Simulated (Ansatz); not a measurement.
# Ag3As (model cell, started as anti-ReO3 type): from the cell to its phonons, part 3 of 3

Aim: the vibrations of Ag3As (model cell, started as anti-ReO3 type), their spectra, and whether the structure is stable.

Ansatz 0.2.0; DFT PBE, scalar-relativistic, plane waves, PAW.

So far. Step 4 (Relaxing to small forces for the phonons): The forces vanish by symmetry and the pressure is -0.004 GPa, within the tolerances set. The cell now holds 31.31 Å³/atom. Step 5 (Linear response at the zone centre): Before it was imposed, the acoustic sum rule was missed by 3.8e-5 eV/Å² and the charge sum rule by 0.0070 e. Small misses are needed for a sound result but don't prove that mesh and cutoff are converged. The relaxed cell has a = 5.003 Å (conventional setting).

The structure was built from a prototype and need not be the compound's stable phase.

**6. The dispersion**

Stability and thermal properties need the whole zone. Linear response on a 2×2×2 q mesh gives force constants as far as a supercell of that size would, and the tensors from the zone-centre run are typed in so that the long-range dipole term is interpolated apart.

The input, input.yaml:

```yaml
crystal:
  lattice:
    - [5.0031983723, 0.0, 0.0]
    - [0.0, 5.0031983723, 0.0]
    - [0.0, 0.0, 5.0031983723]
  atoms:
    - { symbol: As, position: [0.0, 0.0, 0.0] }
    - { symbol: Ag, position: [0.5, 0.0, 0.0] }
    - { symbol: Ag, position: [0.0, 0.5, 0.0] }
    - { symbol: Ag, position: [0.0, 0.0, 0.5] }
kpoints:
  mp_grid: { grid: [6, 6, 6] }
hamiltonian:
  xc: pbe
scf:
  occupations: { method: fixed }
output:
  eigenvalues: true
phonons:
  method: dfpt
  qmesh: [2, 2, 2]
  temperatures: { t_max: 1000, t_step: 50 }
  qpath:
    path:
      - [[0.0, 0.0, 0.0], [0.0, 0.5, 0.0], [0.5, 0.5, 0.0], [0.0, 0.0, 0.0], [0.5, 0.5, 0.5], [0.0, 0.5, 0.0]]
      - [[0.5, 0.5, 0.5], [0.5, 0.5, 0.0]]
    npoints: 10
  non_analytic_term:
    high_frequency_dielectric_tensor: [[7.1137, 0.0, 0.0], [0.0, 7.1137, 0.0], [0.0, 0.0, 7.1137]]
    born_effective_charges:
      - { species: As, tensor: [[-1.1573, 0.0, 0.0], [0.0, -1.1573, 0.0], [0.0, 0.0, -1.1573]] }
      - { species: Ag, tensor: [[1.2619, 0.0, 0.0], [0.0, -0.0523, 0.0], [0.0, 0.0, -0.0523]] }
      - { species: Ag, tensor: [[-0.0523, 0.0, 0.0], [0.0, 1.2619, 0.0], [0.0, 0.0, -0.0523]] }
      - { species: Ag, tensor: [[-0.0523, 0.0, 0.0], [0.0, -0.0523, 0.0], [0.0, 0.0, 1.2619]] }
    source: "zone-centre run at this cell"
```

Run with:

```sh
$ ansatz run input.yaml --threads 4 --pin off --max-ram 7168MiB --backend cpu --events-out ev --progress --plain --runs-dir out
```

Numbers of over 12 decimals in the logs are rounded to 6 here.

The program printed:

```text
[...]
Crystal: 4 atoms, lattice volume = 125.240 Å³
Basis set: ecut = 420 eV, 2469 PW (Γ), exchange–correlation on 72×72×72 points (8 copies of the dense FFT grid, shifted against one another)
Bands: 44, of which v1, the nominal top of the filled ones, is band 36 counted from 1 (35 counted from 0)
Symmetry: 48 space group operations
k-points: 20 of 216
[...]
SCF iter   1: F=—  HF=-27626.720679 eV  |F-HF|=—  |Δ(HF+E_count)|=         —  Δρ=1.02e-3  dr2=9.07e-4  ethr=1.77e-3  ⟨swp⟩=4.8  Hψ=2604  notcnv=0  defer=115
[...]
SCF iter  11: F=-27626.722767 eV  HF=-27626.722767 eV  |F-HF|=1.46e-11  |Δ(HF+E_count)|=  9.82e-11  Δρ=4.17e-8  dr2=3.14e-12  ethr=1.00e-12  ⟨swp⟩=11.7  Hψ=4457  notcnv=0
SCF 1 converged in 11 iterations: F = -27626.722767 eV  dr2 = 3.14e-12
[...]
NSCF: frozen V_eff on 20 k-points
[...]
DFPT response loops at q = (0, 0, 0) (fractional): preconditioner auto → none (the input reference at scf.mixing.eps_inf says where Resta's filter doesn't serve); β = 0.50; Broyden in place of MSR1
[...]
SCF converged after 11 iterations
Free energy (F): -27626.722767 eV
[...]
Internal energy: -27626.722767 eV  (E = F + TS)
E sigma→0 (E₀):  -27626.722767 eV
Fermi energy:    6.450182 eV
[...]
--- Band table (eV; the first three rows and the last of 20) ---
  k-point 0: bands = [... 32 lower, 3.6252, 4.6586, 4.6586, 4.6586, 7.7023, 9.0262, 9.0262, 12.7692, ... 4 higher]
  k-point 1: bands = [... 32 lower, 3.5913, 4.4473, 4.9671, 4.9671, 7.9840, 9.0875, 9.6325, 12.4729, ... 4 higher]
  k-point 2: bands = [... 32 lower, 3.5220, 4.2028, 5.4610, 5.4610, 7.9830, 9.2345, 10.8967, 12.1880, ... 4 higher]
  k-point 19: bands = [... 32 lower, 3.5425, 5.9413, 5.9413, 5.9413, 8.4044, 8.4044, 8.4044, 12.5195, ... 4 higher]
--- Phonons (Γ-DFPT): 3 representative perturbations + reference (Σ response iterations 9) ---
  ASR residual: 1.028e-4 → 0.000e0 eV/Å²; symmetrization residual: 1.719e-5 eV/Å²
  ASR residual per site (eV/Å²): 3.76e-5 1.03e-4 1.03e-4 1.03e-4
[...]
--- Phonons (arbitrary-q DFPT): 4 irreducible q on the 2×2×2 mesh ---
  q = [0.0000, 0.0000, 0.0000] (star 1, of the zone-centre solve; hermiticity 3.29e-6, symmetrization 9.17e-12): -59.19 -59.19 -59.19 -37.42 -37.42 -37.42 -0.00 0.00 0.00 248.94 248.94 248.94
  q = [0.0000, 0.0000, -0.5000] (star 3, 7 solved perturbations in 400 linear systems a pass and spin channel, the states on 64 of 216 k-point pairs; hermiticity 3.29e-6, symmetrization 4.19e-12): -56.05 -56.05 -37.63 -34.91 -23.11 -23.11 36.99 36.99 162.82 202.57 247.53 247.53
[...]
sum rule: each row above includes the acoustic sum rule's correction from the zone centre's row sums; it moved no ω² by more than (0.51 cm⁻¹)²
  mesh force constants: q→R imaginary residual 4.22e-46; ASR residual 1.028e-4 → 0.000e0 eV/Å²; symmetrization residual 8.882e-15 eV/Å²
  interpolated dispersion: 63 rows × 12 modes
  density of states and harmonic sums: on the 12×12×12 q-mesh, interpolated from the force constants of a 2×2×2 supercell (with the dipole–dipole term of supplied tensors)
  largest difference from the sums on the solved wave vectors: F 3.50e-1 eV, S 4.36e-4 and C_V 9.02e-5 eV/K
  zero-point energy: 0.063790 eV/cell   skipped modes (ω ≤ 0): 299, of them read as no rigid motion or as one in doubt: 296 (3.502e0 modes/cell left out, lowest -59.19 cm⁻¹)   left out of the sums: 2.92e-1 of the cell's modes: C_V's classical limit lies that fraction below 3 k_B per atom; for a crystal, a wire or a layer, F and S can be off by more, and a phonons.interpolated_qmesh denser along its periods is the remedy for the sampling
```

It took 2.7 min on 4 threads of Arm Neoverse V1, shared host; peak memory 1.1 GiB.

This step gave:

```yaml
sum_rule_residual_before_enforcement: 1.03e-4 eV/Å²
lowest_frequency_on_the_path: -59.19 cm⁻¹
highest_frequency_on_the_path_or_at_a_solved_wavevector: 252.5 cm⁻¹
lowest_mode_on_the_q_mesh_acoustic_modes_at_gamma_apart: -59.19 cm⁻¹
```

Frequencies (cm⁻¹) solved at each irreducible wavevector; negative means imaginary. Frequencies by wavevector, by row:

| q in reciprocal lattice units | star | mode 1 | mode 2 | mode 3 | mode 4 | mode 10 | mode 11 | mode 12 |
| --- | --- | --- | --- | --- | --- | --- | --- | --- |
| 0 0 0 | 1 | -59.2 | -59.2 | -59.2 | -37.4 | 248.9 | 248.9 | 248.9 |
| 0 0 -0.5 | 3 | -56 | -56 | -37.6 | -34.9 | 202.6 | 247.5 | 247.5 |
| 0 -0.5 -0.5 | 3 | -49 | -36.8 | -36.8 | 36.5 | 200.1 | 200.1 | 246 |
| -0.5 -0.5 -0.5 | 1 | 36.7 | 36.7 | 36.7 | 37.8 | 197.3 | 197.3 | 197.3 |

Interpolated from a 2×2×2 q mesh, with the LO-TO term (at Γ the limit along the path; where Γ stands inside the path, tables give the limit on arrival). The phonon branches at the labelled points (cm⁻¹):

| point | branch 1 | branch 2 | branch 3 | branch 4 | branch 9 | branch 10 | branch 11 | branch 12 |
| --- | --- | --- | --- | --- | --- | --- | --- | --- |
| Γ | -59 | -59 | -59 | -37 | 0 | 249 | 249 | 252 |
| halfway | -57 | -57 | -42 | -36 | 94 | 237 | 248 | 248 |
| X | -56 | -56 | -38 | -35 | 163 | 203 | 248 | 248 |
| halfway | -51 | -40 | -37 | 8 | 162 | 201 | 233 | 247 |
| M | -49 | -37 | -37 | 36 | 166 | 200 | 200 | 246 |
| halfway | -52 | -40 | -40 | -8 | 95 | 233 | 236 | 248 |
| Γ | -59 | -59 | -59 | -37 | 0 | 249 | 249 | 252 |
| halfway | -16 | -16 | -16 | 5 | 96 | 232 | 232 | 236 |
| R | 37 | 37 | 37 | 38 | 169 | 197 | 197 | 197 |
| halfway | -12 | -11 | -4 | 9 | 162 | 200 | 231 | 233 |
| X | -56 | -56 | -38 | -35 | 163 | 203 | 248 | 248 |
| jump to R | 37 | 37 | 37 | 38 | 169 | 197 | 197 | 197 |
| halfway | 3 | 3 | 37 | 37 | 166 | 199 | 199 | 231 |
| M | -49 | -37 | -37 | 36 | 166 | 200 | 200 | 246 |

Tetrahedra on a 12×12×12 mesh, mean over bins of 5 cm-1. Interpolated from a 2×2×2 q mesh. Table of phonon density of states by wavenumber; read off at these points:

wavenumber (cm⁻¹), phonon density of states (1/cm⁻¹/cell) and a bar:
```
      -58      0.012 ##
      -42      0.063 ############
      -38      0.144 ##########################
      -28      0.078 ##############
      -12      0.039 #######
        2      0.031 ######
       18      0.044 ########
       32      0.149 ###########################
       38      0.164 ##############################
       48      0.020 ####
       62      0.013 ##
       78      0.013 ##
       92      0.021 ####
      102      0.015 ###
      118      0.015 ###
      132      0.018 ###
      148      0.025 #####
      152      0.036 #######
      162      0.023 ####
      178      0.000 
      192      0.000 
      208      0.055 ##########
      222      0.044 ########
      238      0.059 ###########
      248      0.122 ######################
      252      0.002
```

The partial phonon density of states has structure finer than the step of the table below, so its rows give means over 10 cm⁻¹, whole bins alone (the curve runs from -69.2 to 268 cm⁻¹). Peaks (cm⁻¹: height): Ag -35.3: 0.146, -24.7: 0.106, 13.5: 0.0996, 34.7: 0.189, 134.4: 0.0536, 157.7: 0.0632, 246.8: 0.0533; As 62.3: 0.0241, 100.4: 0.0263, 134.4: 0.0208, 202.2: 0.0697, 217.1: 0.0561, 229.8: 0.0476, 246.8: 0.0688.

Phonopy on the run's constants, 11x11x11 mesh, Gaussian sigma 2.4 cm-1. Interpolated from a 2×2×2 q mesh. Partial phonon density of states against wavenumber; means over each step; values in 1/cm⁻¹/cell:

| wavenumber (cm⁻¹) | Ag | As |
| --- | --- | --- |
| -60 | 0.00832 | 0.00330 |
| -50 | 0.0350 | 0.0107 |
| -40 | 0.0928 | 0.00615 |
| -30 | 0.0999 | 0.00434 |
| -20 | 0.0518 | 0.00141 |
| -10 | 0.0138 | 6.5e-4 |
| 0 | 0.00430 | 2.1e-4 |
| 10 | 0.0590 | 0.00240 |
| 20 | 0.0472 | 0.00323 |
| 30 | 0.148 | 0.00577 |
| 40 | 0.0836 | 4.9e-4 |
| 50 | 3.8e-4 | 1.9e-4 |
| 60 | 0.0231 | 0.0142 |
| 70 | 0.0105 | 0.00624 |
| 80 | 2.1e-6 | 1.1e-6 |
| 90 | 6.7e-4 | 3.8e-4 |
| 100 | 0.0301 | 0.0171 |
| 110 | 0.00413 | 0.00235 |
| 120 | 1.0e-4 | 3.8e-5 |
| 130 | 0.0248 | 0.00951 |
| 140 | 0.0144 | 0.00569 |
| 150 | 0.0101 | 8.8e-4 |
| 160 | 0.0386 | 0.00376 |
| 170 | 9.1e-4 | 1.0e-4 |
| 180 | 0 | 0 |
| 190 | 1.8e-5 | 1.9e-4 |
| 200 | 0.00346 | 0.0367 |
| 210 | 0.00488 | 0.0222 |
| 220 | 0.0126 | 0.0309 |
| 230 | 0.0191 | 0.0319 |
| 240 | 0.0334 | 0.0460 |
| 250 | 0.0256 | 0.0330 |
| 260 | 8.1e-5 | 1.1e-4 |

Symmetry leaves 4 wavevectors to solve. The lowest mode among them, the acoustic zeros apart, lies at Γ and is imaginary, 59.2i cm⁻¹, so the energy falls along it.

**7. Isotope substitution**

An isotope changes the mass and not the force constants, so no new electronic calculation is needed; the shifts show which modes move this element.

The same force constants with the mass of Ag changed from 107.868 to 108.905 u (phonopy, no LO-TO term). Both lists are sorted by frequency; levels can cross, so a row need not hold one and the same mode. Modes under 3 cm⁻¹ are left out. Isotope shifts, by row, the first 40 of 45 rows:

| q | rank | natural mass (cm⁻¹) | changed mass (cm⁻¹) |
| --- | --- | --- | --- |
| 0 0 0 | 1 | -59.19 | -58.98 |
| 0 0 0 | 2 | -59.19 | -58.98 |
| 0 0 0 | 3 | -59.19 | -58.98 |
| 0 0 0 | 4 | -37.42 | -37.24 |
| 0 0 0 | 5 | -37.42 | -37.24 |
| 0 0 0 | 6 | -37.42 | -37.24 |
| 0 0 0 | 10 | 248.9 | 248.4 |
| 0 0 0 | 11 | 248.9 | 248.4 |
| 0 0 0 | 12 | 248.9 | 248.4 |
| 0 0 -0.5 | 1 | -56.05 | -55.86 |
| 0 0 -0.5 | 2 | -56.05 | -55.86 |
| 0 0 -0.5 | 3 | -37.63 | -37.46 |
| 0 0 -0.5 | 4 | -34.91 | -34.74 |
| 0 0 -0.5 | 5 | -23.11 | -23.02 |
| 0 0 -0.5 | 6 | -23.11 | -23.02 |
| 0 0 -0.5 | 7 | 36.99 | 36.81 |
| 0 0 -0.5 | 8 | 36.99 | 36.81 |
| 0 0 -0.5 | 9 | 162.8 | 162.1 |
| 0 0 -0.5 | 10 | 202.6 | 202.6 |
| 0 0 -0.5 | 11 | 247.5 | 247 |
| 0 0 -0.5 | 12 | 247.5 | 247 |
| 0 -0.5 -0.5 | 1 | -48.95 | -48.82 |
| 0 -0.5 -0.5 | 2 | -36.84 | -36.67 |
| 0 -0.5 -0.5 | 3 | -36.84 | -36.67 |
| 0 -0.5 -0.5 | 4 | 36.5 | 36.32 |
| 0 -0.5 -0.5 | 5 | 36.5 | 36.32 |
| 0 -0.5 -0.5 | 6 | 37.86 | 37.68 |
| 0 -0.5 -0.5 | 7 | 37.87 | 37.69 |
| 0 -0.5 -0.5 | 8 | 157.9 | 157.2 |
| 0 -0.5 -0.5 | 9 | 165.9 | 165.1 |
| 0 -0.5 -0.5 | 10 | 200.1 | 200 |
| 0 -0.5 -0.5 | 11 | 200.1 | 200 |
| 0 -0.5 -0.5 | 12 | 246 | 245.4 |
| -0.5 -0.5 -0.5 | 1 | 36.66 | 36.48 |
| -0.5 -0.5 -0.5 | 2 | 36.66 | 36.48 |
| -0.5 -0.5 -0.5 | 3 | 36.66 | 36.48 |
| -0.5 -0.5 -0.5 | 4 | 37.77 | 37.59 |
| -0.5 -0.5 -0.5 | 5 | 37.77 | 37.59 |
| -0.5 -0.5 -0.5 | 6 | 37.77 | 37.59 |
| -0.5 -0.5 -0.5 | 7 | 157.8 | 157.1 |

A mode of this element alone would shift by -0.48 %. The highest zone-centre frequency without the field goes from 248.9 to 248.4 cm⁻¹ (-0.2 %).

**8. Results**

```json
{
 "space group after relaxation (within 0.01 Å)": "Pm-3m",
 "volume per atom": "31.3 Å³",
 "gap on the k-mesh": "1.25 eV",
 "highest optical mode at the zone centre (no LO-TO term)": "249 cm⁻¹",
 "top of the zone-centre spectrum with the field": "253 cm⁻¹",
 "lowest optical zone-centre mode": "-59.2 cm⁻¹",
 "mean high-frequency dielectric constant": "7.11",
 "largest Born charge (third of the trace)": "-1.16 e",
 "lowest mode on the q mesh (acoustic modes at Γ apart)": "-59.2 cm⁻¹",
 "highest frequency on the path or at a solved wavevector": "252 cm⁻¹",
 "imaginary modes on the 2×2×2 q mesh": "yes"
}
```

What this shows: Modes are clearly imaginary (beyond 10i cm⁻¹) at 3 of the 4 irreducible wavevectors, most at Γ (59.2i cm⁻¹), so this structure is not a minimum of the energy. Without the field, the optical modes at Γ span -59 to 249 cm⁻¹ (negative means imaginary). With the macroscopic field of the longitudinal modes the top of the zone-centre spectrum lies at 253 cm⁻¹, against 249 cm⁻¹ without it. Among the real modes, the strongest infrared line is at 249 cm⁻¹. With the field response the log warns that the k mesh is coarse for the force constants too, so the frequencies may not be converged. The starting cell was built on a prototype and not taken from a measurement, so the phase need not exist. These are harmonic frequencies at zero temperature: anharmonic shifts, linewidths and thermal expansion are left out.

[Logs are printed without paths, hosts, clocks, repeated set-up lines and the standing remarks that a program may print on its own settings, such as how far it seeks lower states.]

[Hosts, paths, dates, database ids (printed as entryN), source tags and the programs' standing remarks are cut or masked in the printed files.]
